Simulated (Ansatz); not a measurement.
# ThP (Fm-3m): from the cell to its phonons, part 2 of 2

Wanted: phonon frequencies of ThP (Fm-3m) and what follows from them.

Ansatz 0.2.0; DFT PBEsol, scalar-relativistic, plane waves, PAW.

So far. Step 3 (Relaxing to small forces for the phonons): The forces vanish by symmetry. The volume is held at 24.69 Å³/atom, so a pressure of -1.42 GPa remains at this level. Step 4 (Linear response at the zone centre): Before it was imposed, the acoustic sum rule was missed by 8.1e-5 eV/Å². Small misses are needed for a sound result but don't prove that mesh and cutoff are converged. The lowest optical mode is real, 283 cm⁻¹.

## 5. Phonons on a q mesh

Stability and thermal properties need the whole zone. Linear response on a 4×4×4 q mesh gives force constants as far as a supercell of that size would.

input.yaml

```yaml
crystal:
  lattice:
    - [0.0, 2.912, 2.912]
    - [2.912, 0.0, 2.912]
    - [2.912, 2.912, 0.0]
  atoms:
    - { symbol: Th, position: [0.5, 0.5, 0.5] }
    - { symbol: P, position: [0.0, 0.0, 0.0] }
kpoints:
  mp_grid: { grid: [12, 12, 12] }
hamiltonian:
  xc: pbesol
scf:
  occupations: { method: methfessel_paxton, width: 0.2 }
output:
  eigenvalues: true
phonons:
  method: dfpt
  qmesh: [4, 4, 4]
  temperatures: { t_max: 400, t_step: 50 }
  qpath:
    path:
      - [[0.0, 0.0, 0.0], [0.5, 0.0, 0.5], [0.625, 0.25, 0.625]]
      - [[0.375, 0.375, 0.75], [0.0, 0.0, 0.0], [0.5, 0.5, 0.5], [0.5, 0.25, 0.75], [0.5, 0.0, 0.5]]
    npoints: 10
```

On the command line:

```
$ ansatz run input.yaml --threads 4 --pin off --max-ram 16384MiB --backend cpu --events-out ev --progress --plain --runs-dir out
```

Numbers of over 12 decimals in the logs are rounded to 6 here.

Output:

```text
[...]
Crystal: 2 atoms, lattice volume = 49.386 Å³
Basis set: ecut = 420 eV, 941 PW (Γ), exchange–correlation on 60×60×60 points (8 copies of the dense FFT grid, shifted against one another)
Bands: 13, of which v1, the nominal top of the filled ones, is band 9 counted from 1 (8 counted from 0)
Symmetry: 48 space group operations
k-points: 72 of 1728
[...]
SCF iter   1: F=—  HF=-13799.299966 eV  |F-HF|=—  |Δ(HF+E_count)|=         —  Δρ=2.84e-3  dr2=5.73e-3  ethr=1.77e-3  ⟨swp⟩=5.1  Hψ=4873  notcnv=0
[...]
SCF iter   8: F=-13799.297830 eV  HF=-13799.297830 eV  |F-HF|=1.27e-11  |Δ(HF+E_count)|=  3.64e-12  S|Δr|=    0.00e0  Δρ=9.82e-8  dr2=2.87e-12  ethr=1.00e-12  ⟨swp⟩=8.9  Hψ=5455  notcnv=0
SCF 1 converged in 8 iterations: F = -13799.297830 eV  dr2 = 2.87e-12
[...]
phonons: the bands overlap, so this run is a metal and interpolates without the dipole-dipole term. If the crystal is really an insulator or semiconductor, its LO-TO splitting is missing
NSCF: frozen V_eff on 72 k-points
[...]
DFPT response loops at q = (0, 0, 0) (fractional): preconditioner auto → Kerker (q_TF=auto, 2.284 Å⁻¹) (partly filled bands, converged f_vac=0.000); β = 1.00, the filter's whole step (`scf.mixing.beta` (0.50) is not read by the response loops under this deck's `scf.mixing.preconditioner`; to damp them name `kerker` or `kerker_dos`, under which they read `scf.mixing.beta`, and type it under 1.00, their step now; both keys bind the ground state too); Broyden in place of MSR1
[...]
SCF converged after 8 iterations
[...]
Free energy (F): -13799.297830 eV
[...]
Internal energy: -13799.300282 eV  (E = F + TS)
E sigma→0 (E₀):  -13799.298443 eV
Entropy (-TS):   0.002452 eV (1.226 meV/atom)
Fermi energy:    13.058485 eV
[...]
--- Band table (eV; the first three rows and the last of 72) ---
  k-point 0: bands = [... 5 lower, 11.4287, 11.4287, 11.4287, 13.2101, 13.2101, 13.2101, 14.3158, 14.3521]
  k-point 1: bands = [... 5 lower, 11.0732, 11.2212, 11.2212, 13.1365, 13.3126, 13.3126, 14.5396, 14.5396]
  k-point 2: bands = [... 5 lower, 10.2932, 10.7762, 10.7762, 13.0794, 13.5815, 13.5815, 14.8994, 14.8994]
  k-point 71: bands = [... 5 lower, 9.5020, 10.8460, 10.8460, 13.6504, 13.6504, 15.2175, 15.2175, 15.3349]
--- Phonons (Γ-DFPT): 2 representative perturbations + reference (Σ response iterations 6) ---
  ASR residual: 7.911e-5 → 0.000e0 eV/Å²; symmetrization residual: 9.360e-7 eV/Å²
  ASR residual per site (eV/Å²): 7.91e-5 3.78e-5
  Γ frequencies (cm⁻¹): 0.00 0.00 0.00 282.89 282.89 282.89
--- Phonons (arbitrary-q DFPT): 8 irreducible q on the 4×4×4 mesh ---
  q = [0.0000, 0.0000, 0.0000] (star 1, of the zone-centre solve; hermiticity 2.33e-7, symmetrization 1.16e-13): -0.00 -0.00 0.00 282.89 282.89 282.89
  q = [0.0000, 0.0000, 0.2500] (star 8, 2 solved perturbations on 936 of 1728 k-point pairs; hermiticity 4.38e-7, symmetrization 8.09e-14): 69.42 69.42 87.03 278.60 278.60 283.13
[...]
q = [0.0000, 0.2500, 0.2500] (star 6, 4 solved perturbations in 1608 linear systems a pass and spin channel, the states on 510 of 1728 k-point pairs; hermiticity 2.73e-7, symmetrization 4.29e-14): 50.87 50.87 99.25 270.35 270.35 284.69
[...]
sum rule: each row above includes the acoustic sum rule's correction from the zone centre's row sums; it moved no ω² by more than (0.58 cm⁻¹)²
  mesh force constants: q→R imaginary residual 4.59e-18; ASR residual 7.911e-5 → 0.000e0 eV/Å²; symmetrization residual 7.105e-15 eV/Å²
  interpolated dispersion: 62 rows × 6 modes
  density of states and harmonic sums: on the 20×20×20 q-mesh, interpolated from the force constants of a 4×4×4 supercell (no non-analytic term)
  largest difference from the sums on the solved wave vectors: F 3.95e-3 eV, S 1.39e-5 and C_V 4.01e-6 eV/K
  zero-point energy: 0.067196 eV/cell   skipped modes (ω ≤ 0): 3   left out of the sums: 6.25e-5 of the cell's modes: C_V's classical limit lies that fraction below 3 k_B per atom; for a crystal, a wire or a layer, F and S can be off by more, and a phonons.interpolated_qmesh denser along its periods is the remedy for the sampling
```

The job ended after 81 s (4 threads of AMD EPYC 9R45, shared host; peak memory 3.2 GiB; 5.1 min of CPU time).

Numbers from this step:

```
sum-rule residual before enforcement                       : 7.91e-5 eV/Å²
lowest frequency on the path                               : 0 cm⁻¹
highest frequency on the path or at a solved wavevector    : 294.6 cm⁻¹
mean frequency                                             : 180.7 cm⁻¹
Debye temperature (second moment)                          : 379 K
logarithmic mean frequency                                 : 152.5 cm⁻¹
lowest mode on the q mesh (acoustic modes at Γ apart)      : 50.87 cm⁻¹
zero-point energy per atom                                 : 33.6 meV
heat capacity at 300 K                                     : 23.10 J/(mol atoms K)
vibrational entropy at 300 K                               : 33.70 J/(mol atoms K)
edges of the widest gap between branches, on path and mesh : 111.7, 262 cm⁻¹
```

Frequencies (cm⁻¹) solved at each irreducible wavevector; negative means imaginary. Frequencies by wavevector, by row:

```csv
q in reciprocal lattice units,star,mode 1,mode 2,mode 3,mode 4,mode 5,mode 6
0 0 0,1,0,0,0,282.9,282.9,282.9
0 0 0.25,8,69.4,69.4,87,278.6,278.6,283.1
0 0 -0.5,4,95.4,95.4,111.7,268,268,294.6
0 0.25 0.25,6,50.9,50.9,99.2,270.4,270.4,284.7
0 0.25 -0.5,24,88.5,91,100.8,269,269.8,279.6
0 0.25 -0.25,12,69.3,94,107.3,262.5,275.2,288.1
0 -0.5 -0.5,3,78.5,78.5,95.1,267.1,267.1,268.9
0.25 -0.5 -0.25,6,87.7,87.7,101.3,267,267,281
```

Interpolated from a 4×4×4 q mesh. Phonon branches along the path, in cm⁻¹:

```csv
point,branch 1,branch 2,branch 3,branch 4,branch 5,branch 6
Γ,0,0,0,283,283,283
halfway,51,51,99,270,270,285
X,78,78,95,267,267,269
halfway,83,86,93,268,269,270
U,87,92,99,265,271,278
jump to K,87,92,99,265,271,278
halfway,55,84,99,268,279,286
Γ,0,0,0,283,283,283
halfway,69,69,87,279,279,283
L,95,95,112,268,268,295
halfway,91,93,107,267,270,286
W,88,88,101,267,267,281
halfway,84,92,92,268,268,274
X,78,78,95,267,267,269
```

The phonon branches as a text plot (rows in cm⁻¹):

```
    288 |*******           ***************  *************
    276 | **********    **************   *******         ******
    264 |       *****************               *****************
    252 |
    239 |
    227 |
    215 |
    203 |
    190 |
    178 |
    166 |
    153 |
    141 |
    129 |
    117 |                                       ****
    104 |      ***        *******             **    ********
     92 |    **   ************** *          *********************
     80 |   *     ******   **   **         * *               ****
     68 |        *           ***  **        *
     55 |  *   **               * ***     **
     43 |    **                  *  *    **
     31 | * *                     ** *   *
     18 |  *                        **  *
      6 |**                          ***
         Γ           X  U|K            Γ         L        W     X
```

Tetrahedra on a 20×20×20 mesh, mean over bins of 5 cm-1. Interpolated from a 4×4×4 q mesh. The phonon density of states by wavenumber; read off at these points:

```csv
wavenumber (cm⁻¹),phonon density of states (1/cm⁻¹/cell)
2,1.0e-5
12,3.3e-4
18,7.5e-4
28,0.00214
32,0.0031
42,0.00565
52,0.00926
58,0.0118
68,0.0198
72,0.0268
82,0.0598
92,0.114
98,0.0520
102,0.0762
108,0.0549
112,0.00307
122,0
132,0
138,0
148,0
152,0
162,0
168,0
178,0
188,0
192,0
202,0
208,0
218,0
228,0
232,0
242,0
248,0
258,0
268,0.200
272,0.136
282,0.0850
288,0.0714
298,0
```

The partial phonon density of states has structure finer than the step of the table below, so its rows give means over 10 cm⁻¹, whole bins alone (the curve runs from -10 to 313 cm⁻¹). Peaks (cm⁻¹: height): P 268.4: 0.181; Th 91.6: 0.105.

Phonopy on the run's constants, 17x17x17 mesh, Gaussian sigma 2.3 cm-1. Interpolated from a 4×4×4 q mesh. The partial phonon density of states by wavenumber; means over each step; values in 1/cm⁻¹/cell:

```csv
wavenumber (cm⁻¹),P,Th
0,6.1e-6,5.1e-5
10,2.9e-5,2.4e-4
20,1.3e-4,0.00102
30,2.9e-4,0.00236
40,5.2e-4,0.00440
50,8.3e-4,0.00757
60,0.00122,0.0125
70,0.00182,0.0219
80,0.00306,0.0478
90,0.00317,0.0919
100,0.00111,0.0675
110,3.0e-4,0.0300
120,5.0e-7,1.8e-4
130,0,0
140,0,0
150,0,0
160,0,0
170,0,0
180,0,0
190,0,0
200,0,0
210,0,0
220,0,0
230,0,0
240,0,0
250,9.4e-6,8.0e-7
260,0.0256,0.00182
270,0.143,0.00736
280,0.0792,0.00281
290,0.0394,4.9e-4
300,6.6e-4,9.5e-7
```

Second derivatives of the energy by pair, one row for each kind of neighbour of each atom listed. Each entry sums the pair over the periodic images of the supercell that the q mesh stands for, and in a polar crystal it holds the long-range dipole part too. Force constants by pair, by row:

```csv
atom,neighbour,distance (Å),third of the trace (eV/Å²),along the pair's line (eV/Å²)
Th1,itself,0,9.071,–
Th1,P,2.912,-1.179,-2.895
Th1,Th,4.118,-0.1293,-0.4401
Th1,P,5.044,-0.065,-0.1584
Th1,Th,5.824,0.0603,0.1443
Th1,P,6.511,-0.0202,-0.076
Th1,Th,7.133,0.0024,0.0112
P2,itself,0,8.266,–
P2,Th,2.912,-1.179,-2.895
P2,P,4.118,0.0208,-0.1019
P2,Th,5.044,-0.065,-0.1584
P2,P,5.824,-0.0835,-0.3659
P2,Th,6.511,-0.0202,-0.076
P2,P,7.133,0.0078,0.0154
```

Harmonic thermodynamic functions per atom, from the density of states. Interpolated from a 4×4×4 q mesh. Thermodynamic functions, by row:

```csv
T (K),F_vib (meV/atom),S (J/mol-atom/K),C_V (J/mol-atom/K)
0,33.6,0,0
50,32.93,4.256,7.877
100,28.69,12.02,14.83
200,9.3,24.69,21.16
300,-21.21,33.7,23.1
400,-59.79,40.47,23.87
```

Harmonic mean-square displacement, third of the trace. Interpolated from a 4×4×4 q mesh. Mean square displacements, by row:

```csv
T (K),Th1 U_eq (Å²),P2 U_eq (Å²)
0,8.60e-4,0.00223
100,0.00179,0.00283
300,0.00493,0.00573
600,0.00977,0.01083
```

Symmetry leaves 8 wavevectors to solve. The lowest mode among them, the acoustic zeros apart, lies at q = (0, 0.25, 0.25) and is real, 50.9 cm⁻¹.

## 6. What came out

| Item | Value |
| --- | --- |
| space group (within 0.01 Å) | Fm-3m |
| volume per atom | 24.7 Å³ |
| electronic character | no gap on this mesh |
| highest optical mode at the zone centre (no LO-TO term) | 283 cm⁻¹ |
| lowest optical zone-centre mode | 283 cm⁻¹ |
| lowest mode on the q mesh (acoustic modes at Γ apart) | 50.9 cm⁻¹ |
| highest frequency on the path or at a solved wavevector | 295 cm⁻¹ |
| zero-point energy per atom | 33.6 meV |
| heat capacity at 300 K | 23.1 J/(mol atoms K) |
| vibrational entropy at 300 K | 33.7 J/(mol atoms K) |
| Debye temperature (second moment) | 379 K |
| imaginary modes on the 4×4×4 q mesh | none |

**Reading.** The structure is a minimum as far as tested: no mode is imaginary at the 8 irreducible wavevectors of the 4×4×4 mesh, and the softest away from the acoustic zeros lies at 51 cm⁻¹. The optical modes at Γ form one degenerate level at 283 cm⁻¹. The highest mode in this list at Γ, 282.9 cm⁻¹, is mostly motion of P (88 % of the kinetic energy). On the path and the mesh, the widest gap between branches runs from 112 to 262 cm⁻¹. The volume was held at that of the database entry and not relaxed, so the modes belong to a cell under -1.42 GPa at this level. With no gap, or one that is small against the smearing, the frequencies hang on the k mesh and the smearing, most of all near Kohn anomalies. The phonon runs are without spin polarisation, although the cell has an odd electron count. Spin-orbit coupling is left out, which can matter for the heavy elements here. These are harmonic frequencies at zero temperature: anharmonic shifts, linewidths and thermal expansion are left out.

[Logs are printed without paths, hosts, clocks, repeated set-up lines and the standing remarks that a program may print on its own settings, such as how far it seeks lower states.]

[Hosts, paths, dates, database ids (printed as entryN), source tags and the programs' standing remarks are cut or masked in the printed files.]
